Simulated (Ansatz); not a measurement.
# What Li2Te2Pt (built on the sites of a database entry of Rb2Te2Pt) distorts into

Which phase does Li2Te2Pt (built on the sites of a database entry of Rb2Te2Pt) fall into along its unstable mode, and how much energy does it gain?

Calculated with Ansatz 0.2.0; DFT PBEsol, scalar-relativistic, plane waves, PAW.

Most raw output is cut from this account.

The structure was built from a prototype and need not be the compound's stable phase.

## 1. The structure

It takes space group Immm (No. 71, orthorhombic). The conventional cell has a = 3.803 Å, b = 7.316 Å, c = 8.379 Å, α = 90.00°, β = 90.00°, γ = 90.00°. Nearest to Li lie 6 Te at 2.87 to 3.30 Å and 2 Pt at 2.93 Å. Nearest to Te lie 2 Pt at 2.63 Å and 6 Li at 2.87 to 3.30 Å. Nearest to Pt lie 4 Te at 2.63 Å and 4 Li at 2.93 Å. Farther neighbours and most contacts between anions are not listed.

## 2. Linear response at the zone centre

The cell comes from relaxations at this level that are not shown. The zone centre is the only wavevector solved here; it holds the modes that light can see, as far as symmetry allows. No field response is asked, since the mesh shows no gap.

File input.yaml:

```yaml
crystal:
  lattice:
    - [-1.9016524247, 3.6578058321, 4.189318083]
    - [1.9016524247, -3.6578058321, 4.189318083]
    - [1.9016524247, 3.6578058321, -4.189318083]
  atoms:
    - { symbol: Li, position: [0.7347347715, 0.2347347715, 0.5] }
    - { symbol: Li, position: [0.2652652285, 0.7652652285, 0.5] }
    - { symbol: Te, position: [0.2479880892, 0.5, 0.7479880892] }
    - { symbol: Te, position: [0.7520119108, 0.5, 0.2520119108] }
    - { symbol: Pt, position: [0.0, 0.0, 0.0] }
kpoints:
  mp_grid: { grid: [12, 12, 12] }
hamiltonian:
  xc: pbesol
scf:
  occupations: { method: methfessel_paxton, width: 0.2 }
output:
  eigenvalues: true
phonons:
  method: dfpt
```

The run is started by

```
$ ansatz run input.yaml --threads 8 --pin off --max-ram 14336MiB --backend cpu --events-out ev --progress --plain --runs-dir out
```

Run time: 4.2 min. Hardware: 8 threads of Arm Neoverse V2, shared host; peak memory 5.7 GiB.

Numbers from this step:

* volume per atom: 23.31 Å³
* gap on the k-mesh: 0 eV
* sum-rule residual before enforcement: 2.11e-5 eV/Å²
* point group: mmm
* highest optical mode at the zone centre (no LO-TO term): 266.2 cm⁻¹
* lowest optical zone-centre mode: -47.4 cm⁻¹

Patterns of degenerate modes are one choice out of their space. The modes at Γ (shares of kinetic energy by element, %) (negative means imaginary):

```tsv
mode	frequency (cm⁻¹)	symmetry	Li %	Te %	Pt %
1	-47.4	B3u	95	5	0
2	-33.2	B3g	19	81	0
3	0.0	acoustic	3	55	42
4	0.0	acoustic	3	55	42
5	0.0	acoustic	3	55	42
6	51.7	B2g	100	0	0
7	77.3	B1u	2	40	58
8	123.7	B2u	94	0	6
9	126.6	B1g	0	100	0
10	148.6	Ag	3	97	0
11	157.3	B3g	81	19	0
12	177.5	B2u	3	45	52
13	185.5	B3u	2	40	58
14	260.7	B1u	95	5	0
15	266.2	Ag	97	3	0
```

Displacements in mode 1 (-47.4 cm⁻¹), the largest set to 1:
```
Li1  1.00  0.00  0.00
Li2  1.00  0.00  0.00
Te3 -0.06  0.00  0.00
Te4 -0.06  0.00  0.00
Pt5  0.00  0.00  0.00
```

Displacements in mode 14 (260.7 cm⁻¹), the largest set to 1:
```
Li1  0.00  0.00  1.00
Li2  0.00  0.00  1.00
Te3  0.00  0.00 -0.05
Te4  0.00  0.00 -0.05
Pt5  0.00  0.00  0.00
```

Before it was imposed, the acoustic sum rule was missed by 2.1e-5 eV/Å². Small misses are needed for a sound result but don't prove that mesh and cutoff are converged. The lowest optical mode is imaginary, 47.4i cm⁻¹, so the energy falls along it.

## 3. The mode frozen in, largest atomic shift 0 Å

The mode followed lies at Γ with frequency 47.4i cm⁻¹, the softest among the wavevectors solved. At small amplitude the distorted cell has space group no. 44 by a symmetry search on the positions. The undistorted cell that holds it gives the zero of energy on the same k mesh.

Changes to input.yaml since step 2:

```diff
@@ -18,4 +18,4 @@
 output:
+  forces: true
+  stress: true
   eigenvalues: true
-phonons:
-  method: dfpt
```

It took 6.9 s on 8 threads; peak memory 1.1 GiB.

This step gave:

```yaml
pressure: -0.005603 GPa
energy_from_the_undistorted_cell: 0 meV/atom
```

The run ends at a pressure of -0.01 GPa, with forces up to 2.8e-4 eV/Å.

## 4. The mode frozen in, largest atomic shift 0.32 Å

The atoms are moved along the unstable eigenvector, the largest shift by 0.32 Å, with the cell fixed.

input.yaml, the sections that differ from step 3:

```yaml
crystal:
  lattice:
    - [-1.9016524247, 3.6578058321, 4.189318083]
    - [1.9016524247, -3.6578058321, 4.189318083]
    - [1.9016524247, 3.6578058321, -4.189318083]
  atoms:
    - { symbol: Li, position: [0.7347347715, 0.1505974193, 0.4158626477] }
    - { symbol: Li, position: [0.2652652285, 0.6811278762, 0.4158626477] }
    - { symbol: Te, position: [0.2479880892, 0.504688694, 0.7526767833] }
    - { symbol: Te, position: [0.7520119108, 0.504688694, 0.2567006048] }
    - { symbol: Pt, position: [0.0, -0.000147261, -0.000147261] }
# kpoints, hamiltonian, scf, output: as in step 3
```

Elapsed: 12 s, on 8 threads; peak memory 1.1 GiB.

This step gave:

```yaml
pressure: 0.2332 GPa
energy_from_the_undistorted_cell: -0.705 meV/atom
```

The energy, extrapolated to zero smearing, is -0.70 meV/atom against the undistorted cell.

The run ends at a pressure of 0.23 GPa, with forces up to 0.052 eV/Å.

## 5. Energy along the mode, all amplitudes (two of the runs are shown above)

An imaginary frequency means negative curvature, so the energy should fall and then rise again as anharmonic terms take over.

Numbers from this step:

```
depth at the lowest point sampled  : 0.705 meV/atom
largest atomic shift at that point : 0.32 Å
```

Energy from the parent against largest atomic shift:

```tsv
largest atomic shift (Å)	energy from the parent (meV/atom)
0.000	0
0.040	-0.019
0.080	-0.074
0.140	-0.214
0.220	-0.46
0.320	-0.705
0.450	-0.473
0.600	1.48
```

Displacement at unit largest shift by atom:

```tsv
atom	x (Å)	y (Å)	z (Å)	size
Li1	-1.00	0.00	0.00	1.00
Li2	-1.00	0.00	0.00	1.00
Te3	0.06	0.00	0.00	0.06
Te4	0.06	0.00	0.00	0.06
Pt5	0.00	0.00	0.00	0.00
```

The lowest of the steps tried is at 0.32 Å, 0.705 meV/atom below the parent; the bottom of the well need not coincide with a step.

## 6. Relaxing from the distorted cell

Starting from the lowest point found, all atoms and the cell are let go, so that strain and other modes of the same symmetry can join in.

Changes to input.yaml since step 4:

```diff
@@ -21 +21,6 @@
   eigenvalues: true
+relax:
+  adjacent_minimum: "off"
+  f_tol: 0.002
+  max_steps: 120
+  cell: { stress_tol: 0.03 }
```

The job ended after 2.9 min (8 threads; peak memory 1.3 GiB).

Step by step:

```tsv
step	energy less that of the first step (eV)	largest force component (eV/Å)	pressure (GPa)	volume (Å³)
1	0.0000	0.0521	0.23	116.56
2	-0.0002	0.1144	-0.01	118.91
3	-0.0030	0.0186	0.01	118.17
4	-0.0038	0.0457	0.14	118.29
5	-0.0078	0.1087	0.53	119.40
6	-0.0101	0.1661	0.98	122.08
7	-0.0159	0.0793	0.50	122.02
8	-0.0174	0.0761	-0.28	123.86
9	-0.0188	0.0072	0.02	123.61
10	-0.0189	0.0104	0.01	123.95
11	-0.0189	0.0065	-0.01	124.16
12	-0.0189	0.0007	0.00	124.06
13*	-0.0199	0.0008	0.00	124.06
```

Relaxation steps marked * repeat the geometry before them on a plane-wave basis chosen anew for their cell, so energy and pressure can jump there.

The run keeps the 4 symmetry operations that it works with, so distortions that break them were not tested.

```tsv
conventional cell, symmetrised	before	after	change
a (Å)	7.316	7.320	+0.1 %
b (Å)	8.379	8.666	+3.4 %
c (Å)	3.803	3.911	+2.8 %
volume (Å³/atom)	23.31	24.81	+6.4 %
```

The atoms that moved most (Å, as changes of fractional coordinates times the final cell):

```tsv
atom	dx	dy	dz	length
Li1	-0.357	0.000	-0.050	0.361
Li2	-0.357	0.000	0.050	0.361
Te4	0.243	0.067	0.000	0.252
Te3	0.243	-0.067	0.000	0.252
Pt5	0.229	0.000	0.000	0.229
```

Numbers from this step:

* pressure: -0.004444 GPa
* volume per atom: 24.81 Å³

The distorted start has space group Imm2; the relaxation ends in Imm2.

## 7. The new phase in its own primitive cell

The relaxed structure is symmetrised, reduced to its primitive cell and relaxed tightly, as its phonons need.

File input.yaml:

```yaml
crystal:
  lattice:
    - [-3.6600026261, 4.3331260733, 1.9555942961]
    - [3.6600026261, -4.3331260733, 1.9555942961]
    - [3.6600026261, 4.3331260733, -1.9555942961]
  atoms:
    - { symbol: Li, position: [0.5955079974, 0.3245134717, 0.2709945258] }
    - { symbol: Li, position: [0.0535189459, 0.3245134717, 0.7290054742] }
    - { symbol: Te, position: [0.5667203687, 0.3278684148, 0.7611480461] }
    - { symbol: Te, position: [0.5667203687, 0.8055723226, 0.2388519539] }
    - { symbol: Pt, position: [0.0584877418, 0.0584877418, 0.0] }
kpoints:
  mp_grid: { grid: [10, 10, 10] }
hamiltonian:
  xc: pbesol
scf:
  occupations: { method: methfessel_paxton, width: 0.2 }
output:
  forces: true
  stress: true
  eigenvalues: true
relax:
  adjacent_minimum: "off"
  f_tol: 0.001
  max_steps: 60
  cell: { stress_tol: 0.01 }
```

Run time: 45 s. Hardware: 8 threads; peak memory 0.97 GiB; 5.8 min of CPU time.

Step by step:

```tsv
step	energy less that of the first step (eV)	largest force component (eV/Å)	pressure (GPa)	volume (Å³)
1	0.0000	0.0016	0.00	124.06
2	0.0000	0.0033	0.01	124.09
3	0.0000	0.0018	0.00	124.11
4	0.0000	0.0013	0.00	124.15
5	0.0000	0.0007	0.00	124.18
6*	0.0000	0.0007	0.00	124.18
```

Relaxation steps marked * repeat the geometry before them on a plane-wave basis chosen anew for their cell, so energy and pressure can jump there.

The run keeps the 4 symmetry operations that it works with, so distortions that break them were not tested.

```tsv
conventional cell, symmetrised	before	after	change
a (Å)	7.320	7.321	+0.0 %
b (Å)	8.666	8.673	+0.1 %
c (Å)	3.911	3.912	+0.0 %
volume (Å³/atom)	24.81	24.84	+0.1 %
```

Final coordinates:

```cif
data_structure
_symmetry_space_group_name_H-M 'P 1'
_symmetry_Int_Tables_number 1
_cell_length_a 6.0023
_cell_length_b 6.0023
_cell_length_c 6.0023
_cell_angle_alpha 104.849
_cell_angle_beta 87.483
_cell_angle_gamma 141.967
_cell_volume 124.18
loop_
_atom_site_label
_atom_site_type_symbol
_atom_site_fract_x
_atom_site_fract_y
_atom_site_fract_z
_atom_site_occupancy
Li1 Li 0.59421 0.32317 0.27104 1
Li2 Li 0.05214 0.32317 0.72896 1
Te3 Te 0.56761 0.32884 0.76123 1
Te4 Te 0.56761 0.80638 0.23877 1
Pt5 Pt 0.05938 0.05938 0.00000 1
```

This step gave:

| Property | Result |
| --- | --- |
| pressure | -3.45e-4 GPa |
| volume per atom | 24.84 Å³ |

The largest force component left is 0.75 meV/Å and the pressure is 0.000 GPa, within the tolerances set. The cell now holds 24.84 Å³/atom.

## 8. Modes of the new phase, k-mesh 10×10×10

A relaxed structure may still be a saddle point, so its zone-centre modes are computed. No field response is asked, since the mesh shows no gap.

File input.yaml:

```yaml
crystal:
  lattice:
    - [-3.660274787, 4.3364819129, 1.9558221517]
    - [3.660274787, -4.3364819129, 1.9558221517]
    - [3.660274787, 4.3364819129, -1.9558221517]
  atoms:
    - { symbol: Li, position: [0.5942077231, 0.3231724008, 0.2710353223] }
    - { symbol: Li, position: [0.0521370786, 0.3231724008, 0.7289646777] }
    - { symbol: Te, position: [0.5676129136, 0.3288445646, 0.7612316509] }
    - { symbol: Te, position: [0.5676129136, 0.8063812627, 0.2387683491] }
    - { symbol: Pt, position: [0.0593847936, 0.0593847936, 0.0] }
kpoints:
  mp_grid: { grid: [10, 10, 10] }
hamiltonian:
  xc: pbesol
scf:
  occupations: { method: methfessel_paxton, width: 0.2 }
output:
  eigenvalues: true
phonons:
  method: dfpt
```

It took 5.7 min on 8 threads; peak memory 6.3 GiB; 43 min of CPU time.

This step gave:

```
sum-rule residual before enforcement                    : 3.27e-5 eV/Å²
point group                                             : mm2
highest optical mode at the zone centre (no LO-TO term) : 325.0 cm⁻¹
lowest optical zone-centre mode                         : 19.04 cm⁻¹
```

Patterns of degenerate modes are one choice out of their space. Modes at Γ, with each element's share of the kinetic energy:

```tsv
mode	frequency (cm⁻¹)	symmetry	Li %	Te %	Pt %
1	0.0	acoustic	3	55	42
2	0.0	acoustic	3	55	42
3	0.0	acoustic	3	55	42
4	19.0	A2	11	89	0
5	45.6	B2	61	16	23
6	85.3	A1	88	10	2
7	105.2	B1	69	25	6
8	124.0	B2	39	28	33
9	141.8	B1	25	75	1
10	145.5	A2	89	11	0
11	161.7	A1	11	88	1
12	183.5	B1	3	45	52
13	190.7	A1	1	45	54
14	317.9	B2	97	1	2
15	325.0	A1	97	2	1
```

Displacements in mode 4 (19.0 cm⁻¹), the largest set to 1:
```
Li1  1.00  0.00  0.00
Li2 -1.00  0.00  0.00
Te3  0.00  0.65  0.00
Te4  0.00 -0.65  0.00
Pt5  0.00  0.00  0.00
```

Displacements in mode 15 (325.0 cm⁻¹), the largest set to 1:
```
Li1  0.00 -1.00 -0.14
Li2  0.00  1.00 -0.14
Te3  0.03  0.00 -0.01
Te4 -0.03  0.00 -0.01
Pt5  0.00  0.00  0.03
```

Before it was imposed, the acoustic sum rule was missed by 3.3e-5 eV/Å². Small misses are needed for a sound result but don't prove that mesh and cutoff are converged. The lowest optical mode is real, 19.0 cm⁻¹.

## 9. Results

```yaml
unstable_mode_of_the_parent: q = (0, 0, 0), 47i cm⁻¹
depth_at_the_lowest_point_sampled: 0.705 meV/atom
largest_atomic_shift_at_that_point: 0.32 Å
space_group_reached_within_0p01_a: Imm2
energy_gained_over_the_parent_first_relaxation_on_the_mesh_of_the_frozen_mode: 4.68 meV/atom
volume_per_atom_phase_reached: 24.8 Å³
lowest_optical_zone_centre_mode_phase_reached: 19.0 cm⁻¹
highest_optical_mode_at_the_zone_centre_no_lo_to_term_phase_reached: 325 cm⁻¹
```

In words: Along this mode the structure falls into Imm2, 4.68 meV/atom below the parent. At the parent's cell the well is 0.705 meV/atom deep on the steps tried, with its lowest point at a shift of 0.32 Å. Relaxing atoms and cell changes the gain by +3.98 meV/atom against the lowest step (energies at zero smearing). Most of the total comes from this relaxation. The new phase has no imaginary mode at the zone centre of its cell; other wavevectors were not checked. How so shallow a well moves with the k mesh was not tested. Of the 2 patterns followed to their end from this parent, this one ends 97.2 meV/atom above the lowest, C2/m. Each path keeps the symmetry of its pattern, so a lower phase may lie along a pattern not tried. With no gap, or one that is small against the smearing, the frequencies hang on the k mesh and the smearing, most of all near Kohn anomalies. Spin-orbit coupling is left out, which can matter for the heavy elements here. The starting cell was built on a prototype and not taken from a measurement, so the phase need not exist.

[Logs are printed without paths, hosts, clocks, repeated set-up lines and the standing remarks that a program may print on its own settings, such as how far it seeks lower states.]

[Hosts, paths, dates, database ids (printed as entryN), source tags and the programs' standing remarks are cut or masked in the printed files.]
